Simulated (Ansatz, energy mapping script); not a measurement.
# RbCrBr3 in a distorted perovskite structure: exchange couplings from total energies (octahedra turned by 15°)

How strongly do the moments of RbCrBr3 in a distorted perovskite structure couple under PBEsol+U (3.32 eV)? The plan is to run several orders and fit a Heisenberg model.

Main program and level: Ansatz 0.2.0; PBEsol with U = 3.32 eV on Cr d, ortho-atomic projectors; plane waves, U on orthogonalised atomic orbitals unless named otherwise, collinear spin, no spin–orbit coupling.

Report form: the programs' logs are mostly left out.

### 1. The starting structure

The structure is tetragonal, space group P4/mbm (No. 127). The conventional cell has a = 7.171 Å, b = 7.171 Å, c = 5.250 Å, α = 90.00°, β = 90.00°, γ = 90.00°. Rb has 12 Br at 3.21 to 4.15 Å nearest. Nearest to Cr lie 6 Br at 2.62 Å. Br has 2 Cr at 2.62 Å and 4 Rb at 3.59 Å nearest. Nearest to Br lie 2 Cr at 2.62 Å and 4 Rb at 3.21 to 4.15 Å. perovskite prototype, lattice guessed from radii. Farther neighbours and most contacts between anions are not listed.

This cell was built for the study (perovskite prototype, lattice guessed from radii), not taken from an experiment; the compound need not form in this structure.

The parent cell was relaxed beforehand in Ansatz under PBEsol with U = 3.15 eV on Cr d, ortho-atomic projectors, from parallel moments.

This cell differs from the relaxed one by: octahedra turned by 15°. The bonds from the magnetic cation to the anions keep their length, so the cell shrinks in the plane.

The U corrects the self-interaction that lets semilocal functionals spread d and f electrons too far. Its value here is typed, not computed.

### 2. Seed run in the crystal's own cell

A corrected shell can settle in several orbital fillings. One parallel run, with an occupation width a fifth wider than the orders use, therefore is to supply the occupation matrices. All orders start from them.

Input file input.yaml:

```yaml
crystal:
  lattice:
    - [5.0707144329, 5.0707144329, 0.0]
    - [-5.0707144329, 5.0707144329, 0.0]
    - [0.0, 0.0, 5.24958987]
  atoms:
    - { symbol: Rb, position: [0.0, 0.5, 0.5] }
    - { symbol: Rb, position: [0.5, 0.0, 0.5] }
    - { symbol: Cr, position: [0.0, 0.0, 0.0], spin: 3.0 }
    - { symbol: Cr, position: [0.5, 0.5, 0.0], spin: 3.0 }
    - { symbol: Br, position: [0.0, 0.0, 0.5] }
    - { symbol: Br, position: [0.5, 0.5, 0.5] }
    - { symbol: Br, position: [0.316987298, 0.183012702, 0.0] }
    - { symbol: Br, position: [0.683012702, 0.816987298, 0.0] }
    - { symbol: Br, position: [0.183012702, 0.683012702, 0.0] }
    - { symbol: Br, position: [0.816987298, 0.316987298, 0.0] }
magnetization:
  spin_polarized: true
kpoints:
  mp_grid: { grid: [5, 5, 7] }
hamiltonian:
  xc: pbesol
  hubbard:
    sites: [{ species: Cr, l: d, u_eff: 3.32 }]
    projectors: ortho-atomic
scf:
  occupations: { method: fermi_dirac, width: 0.06 }
output:
  eigenvalues: true
```

Started as:

```console
$ ansatz run input.yaml --threads 4 --pin off --max-ram 8192MiB --backend cpu --events-out ev --progress --plain --runs-dir out
```

It took 97 s on 4 threads of Arm Neoverse V2, shared host; peak memory 2.8 GiB; 6.3 min of CPU time.

Read from the output:

* final state: ferromagnetic
* electrons in the corrected shells: 4.753, 4.753 e
* largest moment: 3.715 μB

### 3. Run 1 (parallel; cell A, 10 atoms)

The parallel order is the zero of energy for this cell and mesh.

This run holds the same structure in another cell (a 7.171 → 5.250 Å, c 5.250 → 7.171 Å).

Input file input.yaml:

```yaml
crystal:
  lattice:
    - [0.0, 0.0, 5.24958987]
    - [5.0707144329, 5.0707144329, 0.0]
    - [-5.0707144329, 5.0707144329, 0.0]
  atoms:
    - { symbol: Rb, position: [0.5, 0.0, 0.5] }
    - { symbol: Rb, position: [0.5, 0.5, 0.0] }
    - { symbol: Cr, position: [0.0, 0.0, 0.0], spin: 3.0 }
    - { symbol: Cr, position: [0.0, 0.5, 0.5], spin: 3.0 }
    - { symbol: Br, position: [0.5, 0.0, 0.0] }
    - { symbol: Br, position: [0.5, 0.5, 0.5] }
    - { symbol: Br, position: [0.0, 0.316987298, 0.183012702] }
    - { symbol: Br, position: [0.0, 0.683012702, 0.816987298] }
    - { symbol: Br, position: [0.0, 0.183012702, 0.683012702] }
    - { symbol: Br, position: [0.0, 0.816987298, 0.316987298] }
magnetization:
  spin_polarized: true
kpoints:
  mp_grid: { grid: [7, 5, 5] }
hamiltonian:
  xc: pbesol
  hubbard:
    sites:
      - { species: Cr, l: d, u_eff: 3.32 }
      - { site: 2, l: d, u_eff: 3.32, starting_ns: [{ spin: up, occupation_matrix: cr3_major }, { spin: down, occupation_matrix: cr3_minor }] }
      - { site: 3, l: d, u_eff: 3.32, starting_ns: [{ spin: up, occupation_matrix: cr4_major }, { spin: down, occupation_matrix: cr4_minor }] }
    projectors: ortho-atomic
    occupation_matrices:
      cr3_major:
        matrix:
          - [0.719, 0.0, 0.0, 0.0, 0.0]
          - [0.0, 0.995, 0.0, 0.0, 0.0]
          - [0.0, 0.0, 0.995, 0.0, 0.0]
          - [0.0, 0.0, 0.0, 0.792, 0.125]
          - [0.0, 0.0, 0.0, 0.125, 0.914]
      cr3_minor:
        matrix:
          - [0.113, 0.0, 0.0, 0.0, 0.0]
          - [0.0, 0.037, 0.0, 0.0, 0.0]
          - [0.0, 0.0, 0.037, 0.0, 0.0]
          - [0.0, 0.0, 0.0, 0.1, -0.032]
          - [0.0, 0.0, 0.0, -0.032, 0.052]
      cr4_major:
        matrix:
          - [0.719, 0.0, 0.0, 0.0, 0.0]
          - [0.0, 0.995, 0.0, 0.0, 0.0]
          - [0.0, 0.0, 0.995, 0.0, 0.0]
          - [0.0, 0.0, 0.0, 0.792, -0.125]
          - [0.0, 0.0, 0.0, -0.125, 0.914]
      cr4_minor:
        matrix:
          - [0.113, 0.0, 0.0, 0.0, 0.0]
          - [0.0, 0.037, 0.0, 0.0, 0.0]
          - [0.0, 0.0, 0.037, 0.0, 0.0]
          - [0.0, 0.0, 0.0, 0.1, 0.032]
          - [0.0, 0.0, 0.0, 0.032, 0.052]
scf:
  occupations: { method: fermi_dirac, width: 0.05 }
output:
  eigenvalues: true
```

Run time: 16 s. Hardware: 4 threads; peak memory 1.1 GiB; 60 s of CPU time.

Spin moment in the sphere by atom:

| atom | spin moment in the sphere (μB) |
| --- | --- |
| Rb1 | 0.00 |
| Rb2 | 0.00 |
| Cr3 | 3.72 |
| Cr4 | 3.72 |
| Br5 | -0.05 |
| Br6 | -0.05 |
| Br7 | -0.06 |
| Br8 | -0.06 |
| Br9 | -0.06 |
| Br10 | -0.06 |

The run ends ferromagnetic.

### 4. Compensated +− start in cell A (10 atoms)

This order reverses 4 of the 4 neighbours at 5.07 Å, counted for an average magnetic atom.

Edit input.yaml of step 3 so:

```diff
@@ -9,3 +9,3 @@
     - { symbol: Cr, position: [0.0, 0.0, 0.0], spin: 3.0 }
-    - { symbol: Cr, position: [0.0, 0.5, 0.5], spin: 3.0 }
+    - { symbol: Cr, position: [0.0, 0.5, 0.5], spin: -3.0 }
     - { symbol: Br, position: [0.5, 0.0, 0.0] }
@@ -26,3 +26,3 @@
       - { site: 2, l: d, u_eff: 3.32, starting_ns: [{ spin: up, occupation_matrix: cr3_major }, { spin: down, occupation_matrix: cr3_minor }] }
-      - { site: 3, l: d, u_eff: 3.32, starting_ns: [{ spin: up, occupation_matrix: cr4_major }, { spin: down, occupation_matrix: cr4_minor }] }
+      - { site: 3, l: d, u_eff: 3.32, starting_ns: [{ spin: up, occupation_matrix: cr4_minor }, { spin: down, occupation_matrix: cr4_major }] }
     projectors: ortho-atomic
```

Wall time 30 s (4 threads); peak memory 1.2 GiB.

Spin moment in the sphere by atom:

| atom | spin moment in the sphere (μB) |
| --- | --- |
| Rb1 | 0.00 |
| Rb2 | 0.00 |
| Cr3 | 3.68 |
| Cr4 | -3.68 |
| Br5 | -0.05 |
| Br6 | 0.05 |
| Br7 | 0.00 |
| Br8 | 0.00 |
| Br9 | 0.00 |
| Br10 | 0.00 |

The run ends antiferromagnetic, 240.46 meV a magnetic atom above the parallel order of its cell (energies taken at zero occupation width, not the printed F).

### 5. The fit

Each energy difference is a sum of couplings weighted by the pairs that the order reverses. A few near shells are fitted to the differences by least squares. Energies are those extrapolated to zero occupation width, not the free energies F.

The orders that converged (zero: parallel moments in the same cell):

| order | atoms | energy (meV a magnetic atom) | moments (μB) | moments kept as typed | opposed neighbours at 5.07 Å |
| --- | --- | --- | --- | --- | --- |
| parallel | 10 | 0.00 | 3.72 | yes | 0 |
| compensated +− | 10 | 240.46 | 3.68 | yes | 4 |

The Heisenberg fit (each pair counts twice, positive J is ferromagnetic):

| pair | distance (Å) | neighbours | J (meV) |
| --- | --- | --- | --- |
| Cr–Cr | 5.07 | 4 | 30.1 |

Limits of this fit: the pairs at 5.25 Å are left out of the fit, though near enough to matter; one energy difference fixes this value, which holds the part of every shell that the order reverses.

### 6. Against the first cell

The first set of orders, under PBEsol+U (3.32 eV), octahedra turned by 0°, took 2 min of CPU time summed over its finished orders (seed run apart), these 2.9 min.

| quantity | this set | first set |
| --- | --- | --- |
| J at 5.07 Å (5.25 Å in the first set), meV | 30.1 | 33.0 |

The coupling that led in the first set goes from 33.0 to 30.1 meV.

### 7. Summary of results

```yaml
lowest_order_tried: parallel
largest_fitted_value_cr_cr_at_5p07_a: 30.1 meV
```

What this shows: Of the orders tried, RbCrBr3 in a distorted perovskite structure (octahedra turned by 15°) prefers parallel moments under PBEsol+U (3.32 eV). How the layers stack magnetically is not fixed by these couplings. Orders that were not tried, spirals among them, may lie lower. The one fitted coupling is the Cr–Cr pair at 5.07 Å, ferromagnetic at 30 meV, across a ligand at about 150°. It also takes up the part of reversed shells that are not fitted, so neither its size nor its rank as a single path is established. The orders also reverse pairs at 7.30 Å, which are not fitted, so the fitted values hold their part too. No fitted order reverses the pairs at 7.17, 8.89 and 10.14 Å, so their coupling is unknown and is set to zero in the model. 1 energy difference fixes 1 coupling with none to spare, so the fit tests nothing. In the fitted orders moments change by up to 0.84 % against the parallel run of the same cell, so their size stays put. The pairs at 5.25 Å are nearer than the strongest fitted shell or at most 15 % farther, and these orders do not fix their coupling, so no ordering temperature is given. Every order is gapless on its mesh at this level. In a metal exchange reaches farther, and a short model of fixed moments is less apt; where the compound is in fact an insulator, these couplings come from a wrongly metallic state. The cell was built from a prototype and relaxed before the change was imposed without further relaxation; a distortion that needs a larger cell, or another structure that the compound may prefer, is not captured.

[Logs and program files are shortened in this print: banners, set-up blocks, solver, clock and traceback lines can be left out without a mark of their own.]

[Logs are printed without paths, hosts, clocks, repeated set-up lines and the standing remarks that a program may print on its own settings, such as how far it seeks lower states.]

[Hosts, paths, dates, database ids (printed as entryN), source tags and the programs' standing remarks are cut or masked in the printed files.]

[Where a cell is said to come from a database of computed structures, the database is the Materials Project.]
